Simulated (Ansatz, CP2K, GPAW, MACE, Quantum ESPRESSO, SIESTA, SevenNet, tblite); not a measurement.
## Codes compared on twisted graphene double bilayer, 27.80° (104 atoms)

Aim: run twisted graphene double bilayer, 27.80° (104 atoms) in several programs and set results and cost side by side. A plane-wave run serves as the reference.

Main program and level: Quantum ESPRESSO 7.5; Kohn-Sham DFT, PBE, SSSP efficiency 1.3.0 pseudopotentials, plane waves.

**1. Starting point**

The cell holds 104 atoms: 104 C. Its edges and angles: a = 8.870 Å, b = 8.870 Å, c = 24.180 Å, α = 90.0°, β = 90.0°, γ = 120.0°. It derives from C (graphene). Graphene (a = 2.46 Å) under graphene (a = 2.46 Å), double bilayer, commensurate cell of 13 unit cells a layer, twist 27.80 deg; facing planes 3.33, 3.52, 3.33 Å apart as built; 14 Å of vacuum; minimised with a classical potential. Then every atom was moved at random, 0.05 Å r.m.s. a Cartesian component. Regions: layer 1, 26 atoms (26 C); layer 2, 26 atoms (26 C); layer 3, 26 atoms (26 C); layer 4, 26 atoms (26 C). Vacuum lies along c.

**2. The reference run**

File pw.in:

```
&control
  calculation = 'scf'
  pseudo_dir = './pseudo'
  outdir = './tmp'
  disk_io = 'none'
  tprnfor = .true.
/
&system
  ibrav = 0
  nat = 104
  ntyp = 1
  ecutwfc = 45
  ecutrho = 360
  nosym = .true.
  occupations = 'smearing'
  smearing = 'fd'
  degauss = 0.003675
/
&electrons
  conv_thr = 5.2e-07
  electron_maxstep = 100
  mixing_beta = 0.2
  mixing_mode = 'local-TF'
  diagonalization = 'david'
/
ATOMIC_SPECIES
C 12.011 C.upf
CELL_PARAMETERS angstrom
8.86970 0.00000 0.00000
-4.43485 7.68139 0.00000
0.00000 0.00000 24.18000
ATOMIC_POSITIONS crystal
C 0.12467 0.18718 0.29057
C 0.17930 0.05690 0.29065
C 0.19462 0.47171 0.29176
C 0.25817 0.35933 0.28701
C 0.28966 0.80749 0.29229
C 0.32597 0.65879 0.29311
C 0.36150 0.10445 0.29141
C 0.42372 0.98998 0.29242
C 0.44143 0.41324 0.28808
C 0.47384 0.27795 0.28733
C 0.51650 0.71831 0.29081
C 0.55923 0.58396 0.29090
[... 88 atom lines left out ...]
C 0.78757 0.27827 0.70795
C 0.84171 0.45871 0.70953
C 0.71603 0.50859 0.70943
C 0.77677 0.69961 0.71134
K_POINTS gamma
```

Run with:

```sh
OMP_NUM_THREADS=1 mpirun -np 4 pw.x -in pw.in > output.txt
```

The program printed:

```text
Program PWSCF
     gamma-point specific algorithms are used
     one sub-group per band group will be used
     scalapack distributed-memory algorithm (size of sub-group:  2*  2 procs)
     Parallelization info
     sticks:   dense  smooth     PW     G-vecs:    dense   smooth      PW
     Min        1740     865    214               320564   113219   14118
     Max        1741     866    216               320595   113262   14140
     Sum        6961    3463    859              1282319   452985   56515
     bravais-lattice index     =            0
     lattice parameter (alat)  =      16.7613  a.u.
     unit-cell volume          =   11117.3594 (a.u.)^3
     number of atoms/cell      =          104
     number of atomic types    =            1
[... lines left out ...]
     scf convergence threshold =      5.2E-07
[... lines left out ...]
     number of k points=     1  Fermi-Dirac smearing, width (Ry)=  0.0037
[... lines left out ...]
     total energy              =   -1920.04209022 Ry
[... lines left out ...]
     total energy              =   -1915.10084840 Ry
[... lines left out ...]
     total energy              =   -1916.57285885 Ry
[... lines left out ...]
     c_bands:  1 eigenvalues not converged
[... lines left out ...]
     total energy              =   -1916.54142145 Ry
[... lines left out ...]
     total energy              =   -1916.54142142 Ry
     estimated scf accuracy    <       0.00000054 Ry
     iteration # 30     ecut=    45.00 Ry     beta= 0.20
     negative rho (up, down):  3.470E-03 0.000E+00
     End of self-consistent calculation
          k = 0.0000 0.0000 0.0000 ( 28258 PWs)   bands (ev):
   -17.7247 -17.6512 -17.5649 -17.4978 -16.2464 -16.2392 -16.1793 -16.1300
   -16.1066 -16.0638 -16.0112 -15.9508 -15.8956 -15.8886 -15.8406 -15.7935
   -15.7801 -15.6731 -15.6369 -15.5773 -15.5733 -15.5196 -15.5020 -15.4925
[...]
5.3333   5.5578   6.2731   7.1292   7.5483   7.6113   7.7133   7.7386
     7.7655   7.7684   7.7974   7.8947   7.9193   7.9376   7.9650   7.9706
     7.9887   7.9961
     the Fermi energy is     1.8159 ev
!    total energy              =   -1916.54142098 Ry
     total all-electron energy =     -7924.007595 Ry
     estimated scf accuracy    <       0.00000049 Ry
     smearing contrib. (-TS)   =      -0.00000000 Ry
     internal energy E=F+TS    =   -1916.54142098 Ry
     The total energy is F=E-TS. E is the sum of the following terms:
     one-electron contribution =  -14462.59860362 Ry
     hartree contribution      =    7373.96962977 Ry
     xc contribution           =    -483.37217854 Ry
     ewald contribution        =    6296.92882109 Ry
     one-center paw contrib.   =    -641.46908969 Ry
     convergence has been achieved in  30 iterations
     negative rho (up, down):  3.470E-03 0.000E+00
     Forces acting on atoms (cartesian axes, Ry/au):
     atom    1 type  1   force =     0.16044828   -0.04113877   -0.02525405
     atom    2 type  1   force =    -0.02880695   -0.07612456   -0.01250805
     atom    3 type  1   force =     0.10746953    0.22669236   -0.01470114
[...]
atom  103 type  1   force =    -0.00110133    0.13281188   -0.01364904
     atom  104 type  1   force =    -0.13849463   -0.17512971   -0.01901472
     Total force =     2.039625     Total SCF correction =     0.001825
     Message from routine punch:
     Nothing written, as per user request (disk_io='none')
```

Elapsed: 3.6 min, on 4 MPI ranks of Arm Neoverse V2, shared host; peak memory 4.3 GiB; 14 min of CPU time.

Banners, paths, timers and routine set-up lines are dropped from the logs unmarked, and long logs keep their key lines alone; longer cuts are marked.

Numbers from this run:

```
r.m.s. force component : 2.969 eV/Å
longest force          : 12.73 eV/Å
```

**3. What was run beside it**

The programs:
- CP2K 2026.2: Gaussian basis with GTH pseudopotentials and a plane-wave density; labels give functional, basis (MOLOPT sets; SR short-range, UZH the newer set with its own potentials), grid cutoff/relative cutoff and solver (OT: orbital transformation; TRS4, TC2, SIGN: linear-scaling purification with its sparsity filter), or its built-in tight binding.
- GPAW 26.7.0: PAW with atomic orbitals (LCAO), plane waves or a real-space grid of spacing h.
- MACE: machine-learned potential, published weights.
- Quantum ESPRESSO 7.5: plane waves; labels (QE) give functional, pseudopotential set and cutoffs of waves/density.
- SIESTA 5.4.2: numerical atomic orbitals, whose automatically made sets are far from complete, with PseudoDojo norm-conserving potentials that we converted to its format (checked against plane waves on the same files for H, C, O, Si, Ge and Ca alone); labels give functional, basis size, energy shift and mesh cutoff.
- SevenNet: machine-learned potential, published weights.
- tblite 0.8.0: extended tight binding, driven from Python.

All use the same cell and atoms; the electronic-structure runs use the same k-mesh, and an electronic temperature of 580 K (0.05 eV) where levels are smeared.

Differences are against the plane-wave reference, forces as r.m.s. over components; share is that over the reference's r.m.s. force, slope the least-squares factor from reference forces to these. Total energies of different programs have different zeros and aren't compared.

```
                                                          run  Δ force, r.m.s. (meV/Å)  share (%)  slope  cores  CPU time  memory (GiB)
                                                    reference                        -          -      -      4    14 min           4.3
        CP2K BLYP, DZVP-MOLOPT-SR, 450/50 Ry, diagonalisation                     67.0       2.26  0.994      4   9.3 min           4.2
                               CP2K GFN1-xTB, diagonalisation                      169       5.69  0.977      1     3.3 s          0.22
CP2K PBE, DZVP-MOLOPT-SR, 450/30 Ry, diagonalisation (coarse)                     46.5       1.57  1.013      4     7 min           4.2
         CP2K PBE, DZVP-MOLOPT-SR, 450/50 Ry, diagonalisation                     46.5       1.57  1.013      4   8.6 min           4.2
         CP2K PBE, DZVP-MOLOPT-SR, 630/50 Ry, diagonalisation                     46.5       1.57  1.013      4    11 min           5.8
 CP2K PBE, SZV-MOLOPT-SR, 450/50 Ry, diagonalisation (coarse)                      789       26.6  1.262      1   5.7 min           3.1
                                  GPAW LDA, LCAO dzp, h 0.2 Å                      167       5.64  1.046      1      91 s           1.0
                                 GPAW PBE, LCAO dzp, h 0.16 Å                      203       6.84  1.058      2   2.7 min           1.9
                                  GPAW PBE, LCAO dzp, h 0.2 Å                      203       6.82  1.057      1      99 s           1.0
                                 MACE MP-0b3 medium potential                      251       8.47  0.946      1       8 s           1.3
                                  MACE MPA-0 medium potential                      272       9.15  1.063      1     7.9 s           1.3
                                  QE PBE, gbrv-1.5, 40/200 Ry                     18.6      0.625  1.004      4    10 min           2.1
          SIESTA PBE, DZ, shift 0.01 Ry, mesh 300 Ry (coarse)                      454       15.3  1.143      1      70 s          0.73
                  SIESTA PBE, DZP, shift 0.01 Ry, mesh 300 Ry                      352       11.9  1.101      2   3.8 min           1.4
         SIESTA PBE, SZP, shift 0.01 Ry, mesh 300 Ry (coarse)                      721       24.3  1.185      2   2.7 min           1.2
                  SIESTA PBE, TZP, shift 0.01 Ry, mesh 300 Ry                      283       9.53  1.079      4   5.3 min           2.1
               SIESTA PBEsol, DZP, shift 0.01 Ry, mesh 300 Ry                      389       13.1  1.110      2   3.6 min           1.4
                                      SevenNet l3i5 potential                      185       6.23  1.009      1      12 s           2.1
                                              tblite GFN1-xTB                      170       5.72  0.977      1     1.7 s          0.13
                                              tblite GFN2-xTB                      188       6.32  0.964      1     5.6 s          0.13
```

Rows marked coarse were listed beforehand as settings not expected to be converged; some can still land near the reference.

Times of the machine-learned potentials are mostly Python's start and the loading of weights.

CPU time is summed over cores on a shared host, where runs went side by side, so it is rough. Symmetry, cutoffs, thresholds, outputs and thread counts weren't matched or tuned between programs; memory under MPI is the largest rank's times the ranks.

Runs without a result: CP2K PBE, TZVP-MOLOPT, 450/50 Ry, diagonalisation (cut off at its time limit of 30 min).

Within one program, basis, potentials and functional, energies share a zero. Each run against its twin at the usual cutoff or grid and solver:

```
                                                 run                                        twin  Δ energy (meV/atom)  Δ force, r.m.s. (meV/Å)        CPU time over the twin's
CP2K PBE, DZVP-MOLOPT-SR, 450/30 Ry, diagonalisation  DZVP-MOLOPT-SR, 450/50 Ry, diagonalisation               -0.128                     1.04                            0.81
CP2K PBE, DZVP-MOLOPT-SR, 630/50 Ry, diagonalisation  DZVP-MOLOPT-SR, 450/50 Ry, diagonalisation              -3.0e-4                    0.764                             1.2
                        GPAW PBE, LCAO dzp, h 0.16 Å                           LCAO dzp, h 0.2 Å                -72.6                     16.0  1.6 (this twin ran on 1 cores)
```

**4. Results**

```
reference r.m.s. force component                       : 2.97 eV/Å
nearest in forces                                      : QE PBE, gbrv-1.5, 40/200 Ry, 0.63 %
farthest in forces                                     : CP2K PBE, SZV-MOLOPT-SR, 450/50 Ry, diagonalisation (coarse), 27 %
cheapest electronic-structure run beside the reference : tblite GFN1-xTB, 1.7 s of CPU time
```

**Reading.** PBE on plane waves or a grid with other potentials, cutoffs or grids, coarse settings apart, differs from the reference by 0.63 % (QE PBE, gbrv-1.5, 40/200 Ry) of the r.m.s. force; this holds the reference's own error, so differences of a few per cent don't tell which side is nearer the exact PBE result. The PBE runs in local orbitals, coarse settings apart, differ by 1.6 % (CP2K PBE, DZVP-MOLOPT-SR, 450/50 Ry, diagonalisation) to 12 % (SIESTA PBE, DZP, shift 0.01 Ry, mesh 300 Ry); basis, grid and potentials can all enter. Tight binding differs by 5.7 % (CP2K GFN1-xTB, diagonalisation) to 6.3 % (tblite GFN2-xTB); it is another model, with fitted parameters of its own, and the xTB methods hold dispersion. Machine-learned potentials differ by 6.2 % (SevenNet l3i5 potential) to 9.2 % (MACE MPA-0 medium potential); they were trained on other programs' data. Rows with another functional or a dispersion term differ by 2.3 % (CP2K BLYP, DZVP-MOLOPT-SR, 450/50 Ry, diagonalisation) to 13 % (SIESTA PBEsol, DZP, shift 0.01 Ry, mesh 300 Ry), which mixes the change of model with differences of basis and potentials. Runs with settings chosen to be coarse differ by 1.6 % (CP2K PBE, DZVP-MOLOPT-SR, 450/30 Ry, diagonalisation) to 27 % (CP2K PBE, SZV-MOLOPT-SR, 450/50 Ry, diagonalisation), their programs' other errors included. Of the electronic-structure runs that take under half the reference's CPU time, CP2K PBE, DZVP-MOLOPT-SR, 450/30 Ry, diagonalisation comes nearest, at 1.6 % in 7 min against 14 min. CP2K PBE, SZV-MOLOPT-SR, 450/50 Ry, diagonalisation stiffens the forces by a factor of 1.26 while following their directions (correlation 0.999); the slopes of the 6 CP2K runs lie between 0.98 and 1.26. In the reference: no gap is quoted: the bands of a honeycomb sheet meet or nearly meet at one point of the zone, so the spacing of levels depends on whether the mesh holds it and on how the neighbours disturb the sheet. Periodic xTB results under one method name differ between programs and library versions. Machine-learned potentials mimic data converged in k, so the reference's own k-point error enters their differences. The reference's PBE has no dispersion term, which matters for the binding between molecules or layers. One k-point is far too coarse for the carbon or group-IV sheet, and it can put spurious forces of up to about 1 eV/Å on the sheet's atoms. The electronic-structure runs sample only Γ, in a cell whose shortest periodic width is 8 Å.

[Also dropped from logs without a mark: logging warnings of Python, and SIESTA's first energy breakdown and zero terms.]

[Logs are printed without paths, hosts, clocks, repeated set-up lines and the standing remarks that a program may print on its own settings, such as how far it seeks lower states.]

[Hosts, paths, dates, database ids (printed as entryN), source tags and the programs' standing remarks are cut or masked in the printed files.]
